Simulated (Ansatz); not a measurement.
# Amorphous Si (132 atoms) under strain: runs compared

Aim: relax amorphous Si (132 atoms), then change its volume and shape to read moduli from the stress.

Computed with Ansatz 0.2.0: Kohn-Sham DFT, LDA, PAW (set soft_2), plane waves.

## Step 1: The cell as built

The cell holds 132 atoms: 132 Si. Its edges and angles: a = 13.966 Å, b = 13.966 Å, c = 13.966 Å, α = 90.0°, β = 90.0°, γ = 90.0°. 132 atoms (132 Si) placed at random at 2.26 g/cm³, melted at 2500 K for 20 ps at fixed volume with the modified Tersoff potential (Kumagai, Izumi, Hara and Sakai, Comput. Mater. Sci. 39, 457 (2007)). Quenched from 2500 K to 300 K at 20 K/ps and fixed volume, held 5 ps. The starting density is a measured one.

What the set-up can't give: The quench rate of 20 K/ps far exceeds what a furnace or splat quench reaches, so expect more defects and frozen-in strain than in a real sample. The network of bonds at the start is that of the classical potential that made the cell, and needn't be the one that DFT or experiment would give. Only the Γ point is sampled.

## Step 2: The reference run

The reference is a single point at the end of the relaxation.

Every strained cell starts from the geometry of this run, and its atoms are relaxed with the cell held.

Its input, with most atom lines left out:

```yaml
crystal:
  lattice:
    - [13.61763, 0.11957, -0.01956]
    - [0.11957, 13.91676, 0.21611]
    - [-0.01956, 0.21611, 13.7305]
  atoms:
    - { symbol: Si, position: [0.09968, 0.18928, 0.36417] }
    - { symbol: Si, position: [0.10461, 0.99989, 0.78969] }
    - { symbol: Si, position: [0.17761, 0.14204, 0.14718] }
    - { symbol: Si, position: [0.22639, 0.30118, 0.13881] }
    - { symbol: Si, position: [0.64411, 0.76276, 0.15471] }
    - { symbol: Si, position: [0.6985, 0.07368, 0.08294] }
    - { symbol: Si, position: [0.79695, 0.82478, 0.18072] }
    [... atom lines 8 to 132 left out ...]
kpoints:
  mp_grid: { grid: [1, 1, 1] }
hamiltonian:
  xc: lda
scf:
  occupations: { method: gaussian, width: 0.05 }
output:
  forces: true
  stress: true
  populations: intrinsic
  dos:
    method: { smearing: { sigma: 0.08 } }
    de: 0.1
    projected: { site_lists: { Si: [Si] } }
  eigenvalues: true
  write_density: true
  write_potential: true
  volumetric_format: npy
```

| Property | Result |
| --- | --- |
| free energy per atom | -608.4514 eV/atom |
| r.m.s. force component | 0.00274 eV/Å |
| pressure | 0.006034 GPa |

Filled and empty levels are parted by 0.207 eV (at Γ alone); a local or semilocal functional tends to put such gaps too low. In a disordered cell it changes from sample to sample, and tail or defect levels can set it.

## Step 3: The runs

Each row is one run, on 4 threads of Arm Neoverse V1, shared host. The free energy is the program's total, comparable only between runs with the same functional, potentials and atoms.

| run | atoms | outcome | ionic steps, all passes | free energy (eV) | time | host memory (GiB) |
| --- | --- | --- | --- | --- | --- | --- |
| Single point at the start | 132 | converged | - | -80307.442 | 23 s | 2.8 |
| Cell and atoms relaxed | 132 | converged | 12 | -80315.590 | 5.4 min | 2.8 |
| Single point at the relaxed geometry | 132 | converged | - | -80315.590 | 53 s | 2.7 |
| Volume -3 % | 132 | converged | 3 | -80315.005 | 1.8 min | 2.7 |
| Volume +3 % | 132 | converged | 3 | -80315.063 | 1.8 min | 2.8 |
| Volume -6 % | 132 | converged | 9 | -80313.240 | 4.9 min | 2.6 |
| Volume +6 % | 132 | converged | 5 | -80313.572 | 3.2 min | 2.9 |
| Volume -10 % | 132 | converged | 15 | -80309.515 | 7.8 min | 2.5 |
| Stretched by 1 % along x | 132 | converged | 3 | -80315.493 | 1.8 min | 2.8 |

In some runs the program notes that the SCF threshold is loose for the stress.

## Step 4: Pressure against volume

Atoms are relaxed at each volume, in the scaled cell.

| volume change (%) | volume (Å³/atom) | energy change (meV/atom) | pressure (GPa) | largest move on relaxing (Å) | bonds | gap (eV) |
| --- | --- | --- | --- | --- | --- | --- |
| -10 | 17.736 | 46.02 | 8.09 | 1.19 | 274 | 0.242 |
| -6 | 18.524 | 17.80 | 4.89 | 0.29 | 268 | 0.204 |
| -3 | 19.115 | 4.43 | 2.45 | 0.06 | 267 | 0.232 |
| +0 | 19.707 | 0.00 | 0.01 | - | 267 | 0.207 |
| +3 | 20.298 | 3.99 | -2.14 | 0.06 | 267 | 0.184 |
| +6 | 20.889 | 15.28 | -3.97 | 0.14 | 266 | 0.169 |

## Step 5: Uniaxial strain and shear

Stress (GPa, compression positive) less that of the relaxed cell, atoms relaxed:

| strain | xx | yy | zz | xy | energy change (meV/atom) |
| --- | --- | --- | --- | --- | --- |
| stretched by 1 % along x | -1.222 | -0.496 | -0.520 | 0.017 | 0.73 |

## Step 6: Outcome

The bulk modulus, from the slope of pressure against ln V over the three points nearest the relaxed volume, is 76.5 GPa; between neighbouring points the slope runs 74, 77, 80, 72 and 64 GPa from the smallest volume up, without a steady fall, so no pressure derivative is given. The count of bonds runs from 266 to 274 over the series, so at some points contacts cross the cutoffs. At -10 % some atom moved by over 0.5 Å on relaxing, so that point may sit in another local minimum. The gap goes from 0.242 eV at the smallest volume to 0.169 eV at the largest, -0.4 eV per unit of ln V by a straight line, not monotonically (lowest 0.169, highest 0.242 eV), on the run's k-points.

Caveats: Strains are finite and relaxations stop at the force tolerance of the input, which can leave moduli too stiff; they are those of a static cell at zero temperature. Volumes are changed with the cell's shape held, so in an anisotropic solid the modulus lies over the one under free hydrostatic load. The program notes that the SCF threshold of the relaxations is loose for the stress.

The DFT runs together took 28 min of wall time.

[Logs are printed without paths, hosts, clocks, repeated set-up lines and the standing remarks that a program may print on its own settings, such as how far it seeks lower states.]

[Hosts, paths, dates, database ids (printed as entryN), source tags and the programs' standing remarks are cut or masked in the printed files.]
